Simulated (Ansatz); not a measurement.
**Phonons of ScCd (Pm-3m) against volume**

Aim: how the phonons of ScCd (Pm-3m) shift with volume, and the thermal expansion that follows.

Method: DFT PBEsol, scalar-relativistic, plane waves, PAW; PAW set soft_1, in Ansatz 0.2.0.

### 1. The starting structure

It takes space group Pm-3m (No. 221, cubic). The conventional cell has a = 3.485 Å, b = 3.485 Å, c = 3.485 Å, α = 90.00°, β = 90.00°, γ = 90.00°. Sc has 8 Cd at 3.02 Å nearest. Nearest to Cd lie 8 Sc at 3.02 Å. Farther neighbours are not listed.

### 2. Response at finite wavevector

The cell comes from relaxations at this level that are not shown. Stability and thermal properties need the whole zone. Linear response on a 4×4×4 q mesh gives force constants as far as a supercell of that size would.

Input file input.yaml:

```yaml
crystal:
  lattice:
    - [3.485384078, 0.0, 0.0]
    - [0.0, 3.485384078, 0.0]
    - [0.0, 0.0, 3.485384078]
  atoms:
    - { symbol: Sc, position: [0.5, 0.5, 0.5] }
    - { symbol: Cd, position: [0.0, 0.0, 0.0] }
kpoints:
  mp_grid: { grid: [12, 12, 12] }
hamiltonian:
  xc: pbesol
  pseudopotentials: { kind: paw, azcp: { folder: soft_1 }, xc_functional: pbe }
scf:
  occupations: { method: methfessel_paxton, width: 0.2 }
output:
  eigenvalues: true
phonons:
  method: dfpt
  qmesh: [4, 4, 4]
  temperatures: { t_max: 1000, t_step: 50 }
  qpath:
    path:
      - [[0.0, 0.0, 0.0], [0.0, 0.5, 0.0], [0.5, 0.5, 0.0], [0.0, 0.0, 0.0], [0.5, 0.5, 0.5], [0.0, 0.5, 0.0]]
      - [[0.5, 0.5, 0.5], [0.5, 0.5, 0.0]]
    npoints: 10
```

Run with:

```bash
> ansatz run input.yaml --threads 4 --pin off --max-ram 10240MiB --backend cpu --events-out ev --progress --plain --runs-dir out
```

Numbers of over 12 decimals in the logs are rounded to 6 here.

Output:

```text
Engine: ansatz 0.2.0, aarch64-unknown-linux-gnu
Pseudopotentials: kind: paw
Pseudopotential: Sc, paw, valence charge 11, recommended cutoff 420 eV (normal), soft_1/Sc.paw.azcp
Pseudopotential: Cd, paw, valence charge 20, recommended cutoff 420 eV (normal), soft_1/Cd.paw.azcp
Functional definition: PBEsol
  exchange = pbesol_x
  correlation = pbesol_c
Crystal: 2 atoms, lattice volume = 42.340 Å³
Basis set: ecut = 420 eV, 799 PW (Γ), exchange–correlation on 48×48×48 points (8 copies of the dense FFT grid, shifted against one another)
Bands: 20, of which v1, the nominal top of the filled ones, is band 16 counted from 1 (15 counted from 0)
Symmetry: 48 space group operations
k-points: 84 of 1728
Non-local potential: Sc, projectors of the file, l = 0: 3, l = 1: 2, l = 2: 3, l = 3: 1
Non-local potential: Cd, projectors of the file, l = 0: 3, l = 1: 2, l = 2: 2, l = 3: 1
PAW form: soft (Blöchl's): semilocal exchange-correlation on the pseudo side does not see the compensation charge
PAW frozen core: Sc, regenerated for the run's functional, and the local potential with it (the file was generated under x = pbe(κ = 0.804, μ = 0.219515), c = pbe(β = 0.066725))
PAW frozen core: Cd, regenerated for the run's functional, and the local potential with it (the file was generated under x = pbe(κ = 0.804, μ = 0.219515), c = pbe(β = 0.066725))
PAW one-centre angular grid: Sc, 590 points (default); XC on 64 Gauss nodes
PAW one-centre angular grid: Cd, 590 points (default); XC on 64 Gauss nodes
Initial density: superposition of atomic densities (chi_scale 0.1, normalization cell, long waves kept (reshape's long-wave potential 0.00 eV rms))
Initial wavefunctions: pseudopotential atomic-orbital guess
Functional: x = pbesol(κ = 0.804, μ = 0.123457), c = pbesol(β = 0.046)
SCF iter   1: F=—  HF=-10296.930193 eV  |F-HF|=—  |Δ(HF+E_count)|=         —  Δρ=6.80e-2  dr2=2.70e0  ethr=3.10e-3  ⟨swp⟩=4.0  Hψ=6016  notcnv=0
preconditioner: auto → Kerker (q_TF=auto, 2.590 Å⁻¹)  [metal: Δε(μ)=0.007 eV  Ē_g=6.882 eV  σ=0.200 eV  W_gap=0.03  n_scr=18 (ndim 8)  ℏωp=22.1 eV  f_vac=0.000  D(μ)=3.88/eV (n_scr^D=56)]
SCF iter   2: F=—  HF=-10296.272266 eV  |F-HF|=—  |Δ(HF+E_count)|=   6.58e-1  S|Δr|=    0.00e0  Δρ=2.16e-2  dr2=2.86e-1  ethr=3.10e-3  ⟨swp⟩=2.0  Hψ=3371  notcnv=0
SCF iter   3: F=—  HF=-10296.180898 eV  |F-HF|=—  |Δ(HF+E_count)|=   9.14e-2  S|Δr|=    0.00e0  Δρ=1.06e-2  dr2=6.52e-2  ethr=9.24e-4  ⟨swp⟩=1.6  Hψ=2387  notcnv=0
SCF iter   4: F=—  HF=-10296.161345 eV  |F-HF|=—  |Δ(HF+E_count)|=   1.96e-2  S|Δr|=    0.00e0  Δρ=2.77e-3  dr2=1.81e-3  ethr=2.10e-4  ⟨swp⟩=2.0  Hψ=2287  notcnv=0
SCF iter   5: F=—  HF=-10296.161420 eV  |F-HF|=—  |Δ(HF+E_count)|=   7.54e-5  S|Δr|=    0.00e0  Δρ=3.97e-4  dr2=4.80e-5  ethr=5.85e-6  ⟨swp⟩=2.2  Hψ=3229  notcnv=0
SCF iter   6: F=—  HF=-10296.161422 eV  |F-HF|=—  |Δ(HF+E_count)|=   1.68e-6  S|Δr|=    0.00e0  Δρ=1.26e-4  dr2=5.01e-6  ethr=1.55e-7  ⟨swp⟩=2.1  Hψ=2784  notcnv=0
SCF iter   7: F=—  HF=-10296.161427 eV  |F-HF|=—  |Δ(HF+E_count)|=   5.22e-6  S|Δr|=    0.00e0  Δρ=2.15e-5  dr2=2.18e-7  ethr=1.62e-8  ⟨swp⟩=1.7  Hψ=1811  notcnv=0
SCF iter   8: F=—  HF=-10296.161426 eV  |F-HF|=—  |Δ(HF+E_count)|=   1.41e-6  S|Δr|=    0.00e0  Δρ=5.88e-6  dr2=1.34e-8  ethr=7.03e-10  ⟨swp⟩=2.1  Hψ=2250  notcnv=0
SCF iter   9: F=—  HF=-10296.161426 eV  |F-HF|=—  |Δ(HF+E_count)|=   1.35e-9  S|Δr|=    0.00e0  Δρ=1.05e-6  dr2=3.72e-10  ethr=4.33e-11  ⟨swp⟩=2.1  Hψ=2303  notcnv=0
SCF iter  10: F=—  HF=-10296.161426 eV  |F-HF|=—  |Δ(HF+E_count)|=  3.82e-11  S|Δr|=    0.00e0  Δρ=1.79e-7  dr2=1.49e-11  ethr=1.20e-12  ⟨swp⟩=2.1  Hψ=2656  notcnv=0
SCF iter  11: F=-10296.161426 eV  HF=-10296.161426 eV  |F-HF|=0.00e0  |Δ(HF+E_count)|=  3.64e-12  S|Δr|=    0.00e0  Δρ=4.42e-8  dr2=7.96e-13  ethr=1.00e-12  ⟨swp⟩=4.6  Hψ=5584  notcnv=0
SCF 1 converged in 11 iterations: F = -10296.161426 eV  dr2 = 7.96e-13
  greatest PAW one-centre occupation: 1.000 electrons in one spin orbital (limit 2), on the Cd atom at site 1 (counted from 0), in its partial waves of l = 0
phonons: the bands overlap, so this run is a metal and interpolates without the dipole-dipole term. If the crystal is really an insulator or semiconductor, its LO-TO splitting is missing
NSCF: frozen V_eff on 84 k-points
NSCF: frozen V_eff on 196 k-points
DFPT response loops at q = (0, 0, 0) (fractional): preconditioner auto → Kerker (q_TF=auto, 2.590 Å⁻¹) (partly filled bands, converged f_vac=0.000); β = 1.00, the filter's whole step (`scf.mixing.beta` (0.50) is not read by the response loops under this deck's `scf.mixing.preconditioner`; to damp them name `kerker` or `kerker_dos`, under which they read `scf.mixing.beta`, and type it under 1.00, their step now; both keys bind the ground state too); Broyden in place of MSR1
NSCF: frozen V_eff on 1176 k-points
DFPT response loops at q = (0, 0, 0.25) (fractional): mixed as the last ones told, above
NSCF: frozen V_eff on 686 k-points
DFPT response loops at q = (0, 0, -0.5) (fractional): mixed as the last ones told, above
NSCF: frozen V_eff on 2016 k-points
DFPT response loops at q = (0, 0.25, 0.25) (fractional): mixed as the last ones told, above
NSCF: frozen V_eff on 1176 k-points
DFPT response loops at q = (0, 0.25, -0.5) (fractional): mixed as the last ones told, above
NSCF: frozen V_eff on 686 k-points
DFPT response loops at q = (0, -0.5, -0.5) (fractional): mixed as the last ones told, above
NSCF: frozen V_eff on 1872 k-points
DFPT response loops at q = (0.25, 0.25, 0.25) (fractional): mixed as the last ones told, above
NSCF: frozen V_eff on 2016 k-points
DFPT response loops at q = (0.25, 0.25, -0.5) (fractional): mixed as the last ones told, above
NSCF: frozen V_eff on 1176 k-points
DFPT response loops at q = (0.25, -0.5, -0.5) (fractional): mixed as the last ones told, above
NSCF: frozen V_eff on 392 k-points
DFPT response loops at q = (-0.5, -0.5, -0.5) (fractional): mixed as the last ones told, above
SCF converged after 11 iterations
Stability not checked: this state was not tested for a lower state beside it, because cold or Methfessel-Paxton smearing, or corrected tetrahedra, fill the levels in a way that the test cannot read (fill_not_monotonic; see scf.lower_state_search)
Free energy (F): -10296.161426 eV
Harris-Foulkes:  -10296.161426 eV  (|F-HF|=0.00e0)
Internal energy: -10296.160188 eV  (E = F + TS)
E sigma→0 (E₀):  -10296.161116 eV
Entropy (-TS):   -0.001237 eV (-0.619 meV/atom)
Fermi energy:    12.873520 eV
--- Per-component energies (eV) ---
  E_band       = -555.302217
  E_kinetic    = 647.605019
  E_local      = -3939.862245  (includes V_loc(G=0)·N_el)
  E_nonlocal   = 263.425287
  E_hartree    = 1749.759342
  E_xc         = -242.073465
  E_vxc        = -302.759624  (∫ρ·V_xc dr)
  E_paw        = -4992.981558  (= ΣΔE_a)
  E_vpaw       = -723.229650  (= ΣTr[D̂ρ^β])
  E_aug_tail   = 0.000349  (compensation charges beyond the density's cutoff)
  E_ewald      = -3782.503903
  E_core_change = 0.470986  (= ΣΔE_core)
  E_smearing   = -0.001237  (= −TS)
  E_closure    = -0.000000  (closes the sum)
  Σ components = -10296.161426   (vs F -10296.161426, Δ=0.00e0)
--- Band table (eV; the first three rows and the last of 84) ---
  k-point 0: bands = [... 12 lower, 4.4823, 5.3858, 13.0381, 13.0381, 15.3965, 15.3965, 15.3965, 17.9343]
  k-point 1: bands = [... 12 lower, 4.4850, 5.4856, 12.9997, 13.0371, 15.2117, 15.2117, 15.3900, 17.4677]
  k-point 2: bands = [... 12 lower, 4.4926, 5.7866, 12.7918, 13.0344, 14.8235, 14.8235, 15.3723, 16.6163]
  k-point 83: bands = [... 12 lower, 4.7946, 11.2938, 11.2938, 11.2938, 14.2316, 16.0365, 16.0365, 17.5685]
--- Phonons (Γ-DFPT): 2 representative perturbations + reference (Σ response iterations 6) ---
  ASR residual: 3.436e-5 → 0.000e0 eV/Å²; symmetrization residual: 1.197e-5 eV/Å²
  ASR residual per site (eV/Å²): 3.44e-5 2.05e-5
  Γ frequencies (cm⁻¹): 0.00 0.00 0.00 176.50 176.50 176.50
--- Phonons (arbitrary-q DFPT): 10 irreducible q on the 4×4×4 mesh ---
  q = [0.0000, 0.0000, 0.0000] (star 1, of the zone-centre solve; hermiticity 6.51e-6, symmetrization 5.24e-12): -0.00 -0.00 0.00 176.50 176.50 176.50
  q = [0.0000, 0.0000, 0.2500] (star 6, 4 solved perturbations in 1848 linear systems a pass and spin channel, the states on 588 of 1728 k-point pairs; hermiticity 3.77e-6, symmetrization 3.66e-12): 67.66 67.66 77.92 170.40 170.40 189.12
  q = [0.0000, 0.0000, -0.5000] (star 3, 4 solved perturbations in 1078 linear systems a pass and spin channel, the states on 343 of 1728 k-point pairs; hermiticity 3.39e-9, symmetrization 1.79e-9): 96.77 97.24 97.24 165.63 165.63 201.42
  q = [0.0000, 0.2500, 0.2500] (star 12, 4 solved perturbations in 3108 linear systems a pass and spin channel, the states on 1008 of 1728 k-point pairs; hermiticity 2.37e-6, symmetrization 5.50e-14): 37.62 82.85 97.88 160.00 183.02 199.46
  q = [0.0000, 0.2500, -0.5000] (star 12, 6 solved perturbations on 588 of 1728 k-point pairs; hermiticity 4.02e-6, symmetrization 4.17e-7): 62.39 72.69 97.99 147.13 195.73 204.87
  q = [0.0000, -0.5000, -0.5000] (star 3, 4 solved perturbations in 1078 linear systems a pass and spin channel, the states on 343 of 1728 k-point pairs; hermiticity 5.58e-6, symmetrization 2.46e-11): 30.97 30.97 98.34 125.51 219.60 219.60
  q = [0.2500, 0.2500, 0.2500] (star 8, 2 solved perturbations on 936 of 1728 k-point pairs; hermiticity 2.09e-6, symmetrization 7.07e-12): 74.01 74.01 83.89 177.95 192.06 192.06
  q = [0.2500, 0.2500, -0.5000] (star 12, 4 solved perturbations in 3108 linear systems a pass and spin channel, the states on 1008 of 1728 k-point pairs; hermiticity 3.90e-6, symmetrization 1.71e-7): 50.49 74.29 99.89 184.31 185.48 203.22
  q = [0.2500, -0.5000, -0.5000] (star 6, 4 solved perturbations in 1848 linear systems a pass and spin channel, the states on 588 of 1728 k-point pairs; hermiticity 5.21e-6, symmetrization 5.33e-9): 66.57 66.57 100.37 172.77 204.57 204.57
  q = [-0.5000, -0.5000, -0.5000] (star 1, 2 solved perturbations on 196 of 1728 k-point pairs; hermiticity 6.52e-10, symmetrization 3.26e-10): 91.17 91.17 91.17 191.63 191.63 191.63
  sum rule: each row above includes the acoustic sum rule's correction from the zone centre's row sums; it moved no ω² by more than (0.46 cm⁻¹)²
  mesh force constants: q→R imaginary residual 3.42e-18; ASR residual 3.436e-5 → 0.000e0 eV/Å²; symmetrization residual 2.665e-15 eV/Å²
  interpolated dispersion: 62 rows × 6 modes
  density of states and harmonic sums: on the 20×20×20 q-mesh, interpolated from the force constants of a 4×4×4 supercell (no non-analytic term)
  largest difference from the sums on the solved wave vectors: F 1.25e-2 eV, S 1.65e-5 and C_V 4.01e-6 eV/K
  zero-point energy: 0.048311 eV/cell   skipped modes (ω ≤ 0): 3   left out of the sums: 6.25e-5 of the cell's modes: C_V's classical limit lies that fraction below 3 k_B per atom; for a crystal, a wire or a layer, F and S can be off by more, and a phonons.interpolated_qmesh denser along its periods is the remedy for the sampling
```

Elapsed: 6.3 min, on 4 threads of Arm Neoverse V1, shared host; peak memory 2.2 GiB.

Numbers from this step:

| Quantity | Value |
| --- | --- |
| volume per atom | 21.17 Å³ |
| gap on the k-mesh | 0 eV |
| sum-rule residual before enforcement | 3.44e-5 eV/Å² |
| lowest frequency on the path | 0 cm⁻¹ |
| point group | m-3m |
| highest frequency on the path or at a solved wavevector | 219.6 cm⁻¹ |
| mean frequency | 129.9 cm⁻¹ |
| Debye temperature (second moment) | 265 K |
| logarithmic mean frequency | 114.8 cm⁻¹ |
| highest optical mode at the zone centre (no LO-TO term) | 176.5 cm⁻¹ |
| lowest optical zone-centre mode | 176.5 cm⁻¹ |
| lowest mode on the q mesh (acoustic modes at Γ apart) | 30.97 cm⁻¹ |
| zero-point energy per atom | 24.16 meV |
| heat capacity at 300 K | 24.01 J/(mol atoms K) |
| vibrational entropy at 300 K | 40.31 J/(mol atoms K) |
| edges of the widest gap between branches, on path and mesh | 100.9, 125.5 cm⁻¹ |

Frequencies (cm⁻¹) solved at each irreducible wavevector; negative means imaginary. Frequencies by wavevector, by row:

```
q in reciprocal lattice units  star  mode 1  mode 2  mode 3  mode 4  mode 5  mode 6
                        0 0 0     1       0       0       0   176.5   176.5   176.5
                     0 0 0.25     6    67.7    67.7    77.9   170.4   170.4   189.1
                     0 0 -0.5     3    96.8    97.2    97.2   165.6   165.6   201.4
                  0 0.25 0.25    12    37.6    82.8    97.9     160     183   199.5
                  0 0.25 -0.5    12    62.4    72.7      98   147.1   195.7   204.9
                  0 -0.5 -0.5     3      31      31    98.3   125.5   219.6   219.6
               0.25 0.25 0.25     8      74      74    83.9   177.9   192.1   192.1
               0.25 0.25 -0.5    12    50.5    74.3    99.9   184.3   185.5   203.2
               0.25 -0.5 -0.5     6    66.6    66.6   100.4   172.8   204.6   204.6
               -0.5 -0.5 -0.5     1    91.2    91.2    91.2   191.6   191.6   191.6
```

Symmetry leaves 10 wavevectors to solve. The lowest mode among them, the acoustic zeros apart, lies at q = (0, -0.5, -0.5) and is real, 31.0 cm⁻¹.

### 3. Relaxing at another volume, volume ratio 0.97

The volume is scaled by 0.97 and held; symmetry leaves nothing to relax, so this is a single point. The modes can then be followed against volume.

input.yaml, the sections that differ from step 2:

```yaml
crystal:
  lattice:
    - [3.450175771, 0.0, 0.0]
    - [0.0, 3.450175771, 0.0]
    - [0.0, 0.0, 3.450175771]
  atoms:
    - { symbol: Sc, position: [0.5, 0.5, 0.5] }
    - { symbol: Cd, position: [0.0, 0.0, 0.0] }
output:
  forces: true
  stress: true
  eigenvalues: true
# kpoints, hamiltonian, scf: as in step 2
# phonons: removed
```

Output:

```text
[...]
Crystal: 2 atoms, lattice volume = 41.070 Å³
Basis set: ecut = 420 eV, 799 PW (Γ), exchange–correlation on 48×48×48 points (8 copies of the dense FFT grid, shifted against one another)
Bands: 20, of which v1, the nominal top of the filled ones, is band 16 counted from 1 (15 counted from 0)
Symmetry: 48 space group operations
[...]
k-points: 84 of 1728
[...]
--- Band table (eV; the first three rows and the last of 84) ---
  k-point 0: bands = [... 12 lower, 4.9203, 5.7326, 13.5271, 13.5271, 15.9802, 15.9802, 15.9802, 18.5501]
  k-point 1: bands = [... 12 lower, 4.9233, 5.8352, 13.4892, 13.5247, 15.7843, 15.7843, 15.9729, 18.0853]
  k-point 2: bands = [... 12 lower, 4.9315, 6.1448, 13.2819, 13.5180, 15.3756, 15.3756, 15.9529, 17.2298]
  k-point 83: bands = [... 12 lower, 5.2531, 11.7084, 11.7084, 11.7084, 14.8525, 16.6450, 16.6450, 18.2206]
[key lines of the parts left out:]
SCF converged after 8 iterations
Free energy (F): -10296.151930 eV
Fermi energy:    13.359088 eV
P = ⅓ Tr σ = 2.4690 GPa (24.690 kbar)
```

Elapsed: 1.1 s, on 4 threads; peak memory 0.37 GiB; 3.8 s of CPU time.

This step gave:

```yaml
pressure: 2.469 GPa
volume_per_atom: 20.53 Å³
```

The run ends at a pressure of 2.47 GPa.

### 4. Phonons at the other volume, volume ratio 0.97

The phonons are repeated at this volume on the same k and q meshes.

input.yaml, the sections that differ from step 3:

```yaml
output:
  eigenvalues: true
phonons:
  method: dfpt
  qmesh: [4, 4, 4]
  temperatures: { t_max: 1000, t_step: 50 }
  qpath:
    path:
      - [[0.0, 0.0, 0.0], [0.0, 0.5, 0.0], [0.5, 0.5, 0.0], [0.0, 0.0, 0.0], [0.5, 0.5, 0.5], [0.0, 0.5, 0.0]]
      - [[0.5, 0.5, 0.5], [0.5, 0.5, 0.0]]
    npoints: 10
# crystal, kpoints, hamiltonian, scf: as in step 3
```

Output:

```text
[...]
Crystal: 2 atoms, lattice volume = 41.070 Å³
Basis set: ecut = 420 eV, 799 PW (Γ), exchange–correlation on 48×48×48 points (8 copies of the dense FFT grid, shifted against one another)
Bands: 20, of which v1, the nominal top of the filled ones, is band 16 counted from 1 (15 counted from 0)
Symmetry: 48 space group operations
k-points: 84 of 1728
[...]
SCF iter   1: F=—  HF=-10296.960633 eV  |F-HF|=—  |Δ(HF+E_count)|=         —  Δρ=7.13e-2  dr2=2.86e0  ethr=3.10e-3  ⟨swp⟩=4.0  Hψ=6018  notcnv=0
[...]
SCF iter  11: F=-10296.151930 eV  HF=-10296.151930 eV  |F-HF|=0.00e0  |Δ(HF+E_count)|=    0.00e0  S|Δr|=    0.00e0  Δρ=4.92e-8  dr2=8.74e-13  ethr=1.00e-12  ⟨swp⟩=4.7  Hψ=5607  notcnv=0
SCF 1 converged in 11 iterations: F = -10296.151930 eV  dr2 = 8.74e-13
[...]
NSCF: frozen V_eff on 84 k-points
[...]
SCF converged after 11 iterations
[...]
Free energy (F): -10296.151930 eV
[...]
Internal energy: -10296.150359 eV  (E = F + TS)
E sigma→0 (E₀):  -10296.151538 eV
Entropy (-TS):   -0.001571 eV (-0.786 meV/atom)
Fermi energy:    13.359109 eV
[...]
--- Band table (eV; the first three rows and the last of 84) ---
  k-point 0: bands = [... 12 lower, 4.9203, 5.7326, 13.5271, 13.5271, 15.9802, 15.9802, 15.9802, 18.5501]
  k-point 1: bands = [... 12 lower, 4.9233, 5.8352, 13.4892, 13.5247, 15.7843, 15.7843, 15.9729, 18.0853]
  k-point 2: bands = [... 12 lower, 4.9315, 6.1448, 13.2819, 13.5180, 15.3756, 15.3756, 15.9530, 17.2298]
  k-point 83: bands = [... 12 lower, 5.2531, 11.7084, 11.7084, 11.7084, 14.8525, 16.6451, 16.6451, 18.2206]
[...]
ASR residual: 2.974e-5 → 0.000e0 eV/Å²; symmetrization residual: 1.620e-5 eV/Å²
  ASR residual per site (eV/Å²): 2.97e-5 2.02e-5
  Γ frequencies (cm⁻¹): 0.00 0.00 0.00 186.49 186.49 186.49
--- Phonons (arbitrary-q DFPT): 10 irreducible q on the 4×4×4 mesh ---
[...]
interpolated dispersion: 62 rows × 6 modes
[...]
```

The job ended after 6.1 min (4 threads; peak memory 2.1 GiB).

This step gave:

| Quantity | Value |
| --- | --- |
| sum-rule residual before enforcement | 2.97e-5 eV/Å² |
| highest frequency on the path or at a solved wavevector | 231.8 cm⁻¹ |
| mean frequency | 136.3 cm⁻¹ |
| Debye temperature (second moment) | 278 K |
| logarithmic mean frequency | 119.9 cm⁻¹ |
| highest optical mode at the zone centre (no LO-TO term) | 186.5 cm⁻¹ |
| lowest optical zone-centre mode | 186.5 cm⁻¹ |
| lowest mode on the q mesh (acoustic modes at Γ apart) | 28.2 cm⁻¹ |
| zero-point energy per atom | 25.35 meV |
| heat capacity at 300 K | 23.91 J/(mol atoms K) |
| vibrational entropy at 300 K | 39.27 J/(mol atoms K) |
| edges of the widest gap between branches, on path and mesh | 105.9, 131.3 cm⁻¹ |

Frequencies (cm⁻¹) solved at each irreducible wavevector; negative means imaginary. Frequencies by wavevector, by row:

```csv
q in reciprocal lattice units,star,mode 1,mode 2,mode 3,mode 4,mode 5,mode 6
0 0 0,1,0,0,0,186.5,186.5,186.5
0 0 0.25,6,70.5,70.5,82.2,179.2,179.2,199.3
0 0 -0.5,3,101.9,102.2,102.2,173,173,212.3
0 0.25 0.25,12,37.7,86.5,102.8,167.9,192.4,210.4
0 0.25 -0.5,12,64.2,75.2,103,153.8,206.1,216.4
0 -0.5 -0.5,3,28.2,28.2,103.3,131.3,231.8,231.8
0.25 0.25 0.25,8,77.2,77.2,87.1,187.1,202.4,202.4
0.25 0.25 -0.5,12,51.2,76.9,105,193.9,195.2,214.9
0.25 -0.5 -0.5,6,69.2,69.2,105.3,181.6,216.4,216.4
-0.5 -0.5 -0.5,1,96.2,96.2,96.2,203.4,203.4,203.4
```

The highest optical mode at the zone centre (no LO-TO term) is 186.5 cm⁻¹, +10.0 cm⁻¹ against the base run.

(Part 1 of 2 ends here.)

[Logs are printed without paths, hosts, clocks, repeated set-up lines and the standing remarks that a program may print on its own settings, such as how far it seeks lower states.]

[Hosts, paths, dates, database ids (printed as entryN), source tags and the programs' standing remarks are cut or masked in the printed files.]
